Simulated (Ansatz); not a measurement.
# KCdCuSe2: relaxing a made-up structure, part 2 of 2

This structure for KCdCuSe2 is made up. Its elements were placed in a known structure type with a cell scaled to their sizes. What cell does the guess relax to, and how far off was it?

Ansatz 0.2.0; DFT, PBE, plane-wave PAW, files of the set soft_1, scalar-relativistic, ferromagnetic start, cell and ions relaxed at zero pressure; PAW set soft_1 (the session's first sound run).

So far: Set-up; Relaxation of the guess. The relaxed cell has a = 4.217, c = 14.332 Å (conventional setting).

## (3) Electronic structure of the relaxed cell

With the geometry fixed, one more self-consistent run, with a narrower smearing and the mesh shown in its input, gives the bands, and its pressure, and its forces where symmetry allows any, show how far the geometry depends on these settings.

This step: DFT, PBE, plane-wave PAW, files of the set soft_1, scalar-relativistic, no spin, bands and density of states at the relaxed cell; PAW set soft_1 (Ansatz 0.2.0).

input.yaml

```yaml
crystal:
  lattice:
    - [-2.1082978946, 2.1082978946, 7.1662280357]
    - [2.1082978946, -2.1082978946, 7.1662280357]
    - [2.1082978946, 2.1082978946, -7.1662280357]
  atoms:
    - { symbol: Cd, position: [0.75, 0.25, 0.5] }
    - { symbol: Se, position: [0.3637830808, 0.3637830808, 0.0] }
    - { symbol: Se, position: [0.6362169192, 0.6362169192, 0.0] }
    - { symbol: Cu, position: [0.25, 0.75, 0.5] }
    - { symbol: K, position: [0.0, 0.0, 0.0] }
kpoints:
  mp_grid: { grid: [10, 10, 10] }
  band_path:
    path:
      - [[0.0, 0.0, 0.0], [0.0, 0.0, 0.5], [-0.04327656, 0.04327656, 0.5], [-0.27163828, 0.27163828, 0.27163828], [0.0, 0.0, 0.0], [0.5, 0.5, -0.5], [0.27163828, 0.72836172, -0.27163828], [0.0, 0.5, 0.0], [0.25, 0.25, 0.25], [0.5, 0.5, -0.04327656], [0.5, 0.5, -0.5]]
      - [[0.0, 0.0, 0.5], [0.25, 0.25, 0.25]]
    npoints: 7
scf:
  occupations: { method: fermi_dirac, width: 0.03 }
  n_extra_bands: 9
hamiltonian:
  xc: pbe
  pseudopotentials: { kind: paw, azcp: { folder: soft_1 } }
output:
  forces: true
  stress: true
  write_bands: true
  dos: { projected: true }
  write_density: true
  write_potential: true
  elf: true
  volumetric_format: npy
```

Launch:

```sh
ansatz run input.yaml --threads 4 --pin off --max-ram 8192MiB --backend cpu --events-out ev --progress --plain --runs-dir out
```

Numbers of over 12 decimals in the logs are rounded to 6 here.

The program printed:

```text
[...]
Crystal: 5 atoms, lattice volume = 127.413 Å³
Basis set: ecut = 420 eV, 2451 PW (Γ), FFT grids on a1−a2, a2, a1+a3, exchange–correlation on 80×108×60 points (8 copies of the dense FFT grid, shifted against one another)
Bands: 49, of which v1, the nominal top of the filled ones, is band 40 counted from 1 (39 counted from 0)
Symmetry: 8 space group operations
[...]
k-points: 102 of 1000 (time reversal used)
[...]
SCF iter   1: F=—  HF=-27360.206815 eV  |F-HF|=—  |Δ(HF+E_count)|=         —  Δρ=4.56e-2  dr2=3.47e0  ethr=3.10e-3  ⟨swp⟩=7.6  Hψ=19531  notcnv=0  defer=1
[...]
SCF iter  11: F=-27358.830362 eV  HF=-27358.830362 eV  |F-HF|=7.73e-9  |Δ(HF+E_count)|=   2.44e-7  Δρ=7.19e-6  dr2=5.22e-8  ethr=1.25e-10  ⟨swp⟩=13.1  Hψ=37461  notcnv=0
SCF 1 converged in 11 iterations: F = -27358.830362 eV  dr2 = 5.22e-8
[...]
NSCF: frozen V_eff on 79 k-points
SCF converged after 11 iterations
Free energy (F): -27358.830362 eV
[...]
Internal energy: -27358.830362 eV  (E = F + TS)
E sigma→0 (E₀):  -27358.830362 eV
Entropy (-TS):   -0.000001 eV (-0.000 meV/atom)
Fermi energy:    8.046234 eV
[...]
--- Forces (eV/Å), atoms counted from 1 ---
  atom   1  Cd     0.00000000     0.00000000    -0.00000000
  atom   2  Se    -0.00000000     0.00000000     0.00644264
  atom   3  Se     0.00000000     0.00000000    -0.00644264
  atom   4  Cu    -0.00000000     0.00000000     0.00000000
  atom   5  K     -0.00000000     0.00000000     0.00000000
  max |Σ_I F_I| component: 6.94e-18 eV/Å
--- Stress (GPa, compression-positive) ---
       -0.020301       0.000000      -0.000000
        0.000000      -0.020301       0.000000
        0.000000       0.000000      -0.000962
  P = ⅓ Tr σ = -0.0139 GPa (-0.139 kbar)
--- Band table (eV; the first three rows and the last of 102) ---
  k-point 0: bands = [... 36 lower, 6.3636, 7.4849, 7.6583, 7.6583, 8.2674, 10.5643, 10.7493, 11.4687, ... 5 higher]
  k-point 1: bands = [... 36 lower, 6.4277, 7.3329, 7.4387, 7.4539, 8.9514, 11.0317, 11.0820, 11.8671, ... 5 higher]
  k-point 2: bands = [... 36 lower, 6.4972, 7.0069, 7.0911, 7.3166, 9.8761, 11.4636, 12.2101, 12.4121, ... 5 higher]
  k-point 101: bands = [... 36 lower, 6.4279, 6.6908, 7.7201, 7.7201, 9.7049, 9.9598, 10.4651, 12.7397, ... 5 higher]
```

It took 19 s on 4 threads of Intel Xeon Platinum 8488C (Sapphire Rapids), shared host; peak memory 0.92 GiB.

This step gave:

```yaml
free_energy: -27358.8304 eV
fermi_energy: 8.046 eV
gap_by_band_count: 0.5474 eV
pressure: -0.01385 GPa
```

From bands.tsv. The electronic bands at the labelled points (eV, zero at the valence top; v1 is the highest filled band, c1 the lowest empty one):

```
          point     v4     v3     v2     v1    c1    c2    c3    c4
              Γ  -1.36  -0.24  -0.06  -0.06  0.55  2.84  3.03  3.75
0.43 of the way  -1.22  -0.77  -0.65  -0.43  2.26  3.76  4.52  4.55
              X  -1.43  -1.26  -1.24  -1.10  2.58  3.03  3.60  3.65
0.43 of the way  -1.44  -1.25  -1.24  -1.10  2.59  3.03  3.61  3.65
              Y  -1.43  -1.23  -1.22  -1.09  2.63  3.04  3.64  3.68
0.43 of the way  -1.29  -1.10  -1.00  -0.73  2.68  3.41  3.65  4.27
              S  -0.95  -0.75  -0.61  -0.19  1.88  2.69  4.03  5.40
0.43 of the way  -0.93  -0.88  -0.43  -0.18  1.90  2.88  4.47  4.55
              Γ  -1.36  -0.24  -0.06  -0.06  0.55  2.84  3.03  3.75
0.43 of the way  -1.34  -0.68  -0.04  -0.04  1.16  2.64  2.88  4.13
              Z  -1.29  -1.03   0.00   0.00  1.98  2.24  2.75  5.02
0.43 of the way  -1.18  -0.93  -0.37  -0.02  2.23  2.55  3.46  4.09
             S1  -0.95  -0.75  -0.61  -0.19  1.88  2.69  4.03  5.40
0.57 of the way  -0.95  -0.73  -0.65  -0.21  2.04  2.62  4.10  5.11
              N  -0.93  -0.72  -0.68  -0.22  2.17  2.53  4.11  5.03
0.43 of the way  -1.25  -1.00  -0.93  -0.67  2.83  3.07  3.97  4.10
              P  -1.43  -1.26  -1.25  -1.10  2.90  3.12  3.13  3.46
0.43 of the way  -1.44  -1.25  -1.24  -1.10  2.73  3.08  3.39  3.53
             Y1  -1.43  -1.23  -1.22  -1.09  2.63  3.04  3.64  3.68
0.57 of the way  -1.22  -0.92  -0.64  -0.29  2.95  3.30  3.55  4.03
              Z  -1.29  -1.03   0.00   0.00  1.98  2.24  2.75  5.02
      jump to X  -1.43  -1.26  -1.24  -1.10  2.58  3.03  3.60  3.65
0.57 of the way  -1.43  -1.26  -1.25  -1.10  2.72  3.08  3.38  3.52
              P  -1.43  -1.26  -1.25  -1.10  2.90  3.12  3.13  3.46
```

States per cell as run, both spins, in windows of 1 eV, from dos.tsv (zero at the valence-band top):

| from | to | total |
| --- | --- | --- |
| -8 | -7 | 0.00 |
| -7 | -6 | 0.00 |
| -6 | -5 | 0.03 |
| -5 | -4 | 2.53 |
| -4 | -3 | 1.93 |
| -3 | -2 | 7.27 |
| -2 | -1 | 5.03 |
| -1 | 0 | 5.21 |
| 0 | 1 | 0.01 |
| 1 | 2 | 0.28 |
| 2 | 3 | 2.42 |
| 3 | 4 | 3.09 |
| 4 | 5 | 2.39 |

Below -8 eV lie 58.0 more states.

Electrostatic potential energy in the ac plane of the conventional cell at fractional y = 0.000, with atoms of Cd and Se and Cu and K within 0.2 Å of it. With pseudopotentials it is smooth inside the atoms' cores, unlike the true potential.

Values in eV, 24 rows by 14 columns, each cell a mean:
```
-32 -28 -14   1   7   9  10  10  10   8   5  -5 -22 -31
 -4   0   4   7   9  10  11  11  11  10   9   6   2  -2
  9   9  10  10  11  11  11  11  11  11  10  10   9   9
 11  11  11  10  10   9   8   8   8   9  10  11  11  11
 11  11  10   8   3  -5 -10 -11  -8  -1   6   9  11  11
 11  11   9   3 -10 -19 -25 -27 -23 -16  -4   7  10  11
  6   7   7   4  -7 -17 -23 -24 -20 -13  -2   6   8   7
 -5  -8  -4   3   5   1  -4  -5  -2   3   5   0  -7  -7
 12   6  -9  -2   8  10  10   9  10   9   5  -7  -4  11
 -1  -6  -6   4   9  11  11  11  11  10   8  -1  -7  -3
  4   6   9  10  11  11  11  11  11  11  11  10   7   5
 11  12  11  11  11  10  10  10  10  11  11  11  12  11
 11  11  11  11  11  11  10  10  10  11  11  11  11  11
 -1   1   6   9  11  11  11  11  11  11  10   8   3  -1
  5  -2  -8   2   9  11  12  12  12  11   7  -4  -7   3
 10   2  -9   0   8  10  10  10  10  10   6  -6  -6   8
 -6  -5   1   6   6   0 -10 -12  -6   3   7   4  -2  -6
  9   9   9   7  -6 -29 -34 -34 -34 -20   2   9  10   9
 11  11  10   8  -2 -23 -33 -34 -30 -14   4   9  11  11
 11  11  11  11   9   6   1  -1   3   8  10  11  11  11
 11  11  11  11  11  11  11  11  11  11  11  11  11  11
  8   8   9  10  11  11  12  12  11  11  10  10   9   8
-13  -8   1   6   9  10  11  11  10  10   8   4  -3 -11
-34 -32 -19  -1   7   9  10  10  10   8   4  -8 -27 -34
```
Columns run along a (4.2 Å; values clipped at the 3rd and 97th percentile), rows up along c (14.3 Å), edges of the conventional cell, whose origin can differ from the input's. Atoms in or near the plane, at fractional coordinates: Cd at (0.50, 0.75), Se at (0.00, 0.36), Se at (0.00, 0.64), Cu at (0.50, 0.25), K at (0.00, 0.00).

ELF in the ac plane of the conventional cell at fractional y = 0.000, with atoms of Cd and Se and Cu and K within 0.2 Å of it. It is the smooth field of the valence electrons, not physical close to the nuclei.

Values, 24 rows by 14 columns, each cell a mean:
```
0.78 0.84 0.82 0.59 0.20 0.02 0.01 0.01 0.01 0.07 0.37 0.73 0.85 0.81
0.66 0.58 0.39 0.16 0.04 0.02 0.03 0.03 0.03 0.02 0.07 0.26 0.49 0.63
0.07 0.05 0.03 0.03 0.04 0.06 0.07 0.08 0.07 0.05 0.03 0.02 0.04 0.07
0.02 0.03 0.05 0.08 0.11 0.13 0.14 0.14 0.14 0.12 0.09 0.06 0.03 0.02
0.05 0.07 0.10 0.15 0.20 0.26 0.31 0.33 0.29 0.23 0.17 0.12 0.08 0.06
0.18 0.18 0.16 0.18 0.29 0.45 0.71 0.79 0.58 0.37 0.24 0.16 0.16 0.18
0.53 0.50 0.38 0.23 0.24 0.39 0.60 0.67 0.50 0.31 0.21 0.28 0.45 0.52
0.55 0.64 0.69 0.55 0.31 0.21 0.24 0.25 0.22 0.23 0.42 0.64 0.69 0.59
0.17 0.43 0.71 0.76 0.60 0.32 0.15 0.12 0.21 0.45 0.70 0.76 0.61 0.28
0.60 0.70 0.79 0.77 0.64 0.35 0.11 0.07 0.19 0.49 0.72 0.79 0.76 0.64
0.75 0.73 0.69 0.58 0.39 0.17 0.05 0.03 0.08 0.27 0.49 0.64 0.71 0.74
0.23 0.22 0.18 0.13 0.07 0.03 0.01 0.01 0.02 0.05 0.10 0.16 0.20 0.23
0.39 0.37 0.32 0.24 0.14 0.05 0.02 0.01 0.03 0.08 0.18 0.28 0.34 0.38
0.79 0.79 0.77 0.69 0.51 0.23 0.06 0.04 0.12 0.36 0.60 0.73 0.78 0.79
0.43 0.61 0.77 0.79 0.67 0.38 0.13 0.09 0.22 0.53 0.74 0.80 0.72 0.51
0.22 0.47 0.72 0.75 0.58 0.30 0.15 0.13 0.20 0.42 0.68 0.76 0.63 0.32
0.62 0.66 0.66 0.49 0.25 0.15 0.15 0.15 0.15 0.18 0.35 0.59 0.68 0.64
0.43 0.40 0.31 0.18 0.15 0.17 0.37 0.50 0.25 0.15 0.15 0.23 0.36 0.42
0.13 0.13 0.15 0.16 0.17 0.18 0.28 0.36 0.22 0.17 0.17 0.15 0.14 0.13
0.04 0.06 0.09 0.14 0.15 0.15 0.14 0.14 0.15 0.15 0.15 0.12 0.07 0.04
0.01 0.02 0.04 0.07 0.09 0.11 0.12 0.12 0.11 0.10 0.08 0.05 0.03 0.02
0.19 0.14 0.06 0.03 0.03 0.05 0.06 0.06 0.06 0.04 0.03 0.04 0.09 0.17
0.79 0.73 0.56 0.27 0.06 0.02 0.02 0.02 0.02 0.02 0.14 0.41 0.66 0.76
0.70 0.83 0.85 0.66 0.25 0.03 0.01 0.01 0.01 0.09 0.44 0.78 0.86 0.78
```
Columns run along a (4.2 Å), rows up along c (14.3 Å), edges of the conventional cell, whose origin can differ from the input's. Atoms in or near the plane, at fractional coordinates: Cd at (0.50, 0.75), Se at (0.00, 0.36), Se at (0.00, 0.64), Cu at (0.50, 0.25), K at (0.00, 0.00).

Valence density in the ac plane of the conventional cell at fractional y = 0.000, with atoms of Cd and Se and Cu and K within 0.2 Å of it. It is the smooth field of the valence electrons, not physical close to the nuclei.

Ten steps, logarithmic in the rise over the least value, from '_' (0 e/Å³) to '@' (41 e/Å³), each cell a mean:
```
====--..______________::--==
::..____________________....
____________________________
____________________________
________..::--==--..________
______..--**##%%##==::______
........::++####**==........
==--::......::::::......::==
@@##--....__________..::++%%
**==::..____________....--++
....____________________....
____________________________
____________________________
::....__________________....
%%++::..____________..::==##
@@**--....__________..::==%%
::::........::--::........::
________::++@@@@##--..______
________..==##%%**--..______
____________......__________
____________________________
____________________________
--::..__________________..::
++==--..______________::==++
```
Columns run along a (4.2 Å), rows up along c (14.3 Å), edges of the conventional cell, whose origin can differ from the input's. Atoms in or near the plane, at fractional coordinates: Cd at (0.50, 0.75), Se at (0.00, 0.36), Se at (0.00, 0.64), Cu at (0.50, 0.25), K at (0.00, 0.00).

## (4) Summary of results

```yaml
space_group_relaxed: I-4m2
conventional_cell: a = 4.217, b = 4.217, c = 14.332 Å; α = 90.0°, β = 90.0°, γ = 90.0°
volume_per_atom: 25.48 Å³ (guess 22.61)
total_moment: 0.00 μB in the cell of 5 atoms
```

In words: KCdCuSe2 relaxes to I-4m2 with a = 4.217, b = 4.217 and c = 14.332 Å. The guessed volume was 11 % too small. The space group I-4m2 was held in the relaxation, so the end point is a stationary structure within it and may be a saddle against distortions or other arrangements. The moments died out from this one start and weren't seeded again at the relaxed cell. It has an indirect Kohn–Sham gap of 0.55 eV, which semilocal functionals understate. On the 10×10×10 mesh with the narrower smearing (relaxed on 9×9×9) the largest force component is 0.006 eV/Å and the largest stress component is 0.020 GPa, within the relaxation's thresholds of 0.015 eV/Å and 0.05 GPa. The cutoff wasn't tested. No dispersion term is used, so weakly bound directions may come out too long. Nothing here tests whether the compound is stable against decomposition.

[Logs are printed without paths, hosts, clocks, repeated set-up lines and the standing remarks that a program may print on its own settings, such as how far it seeks lower states.]

[Hosts, paths, dates, database ids (printed as entryN), source tags and the programs' standing remarks are cut or masked in the printed files.]
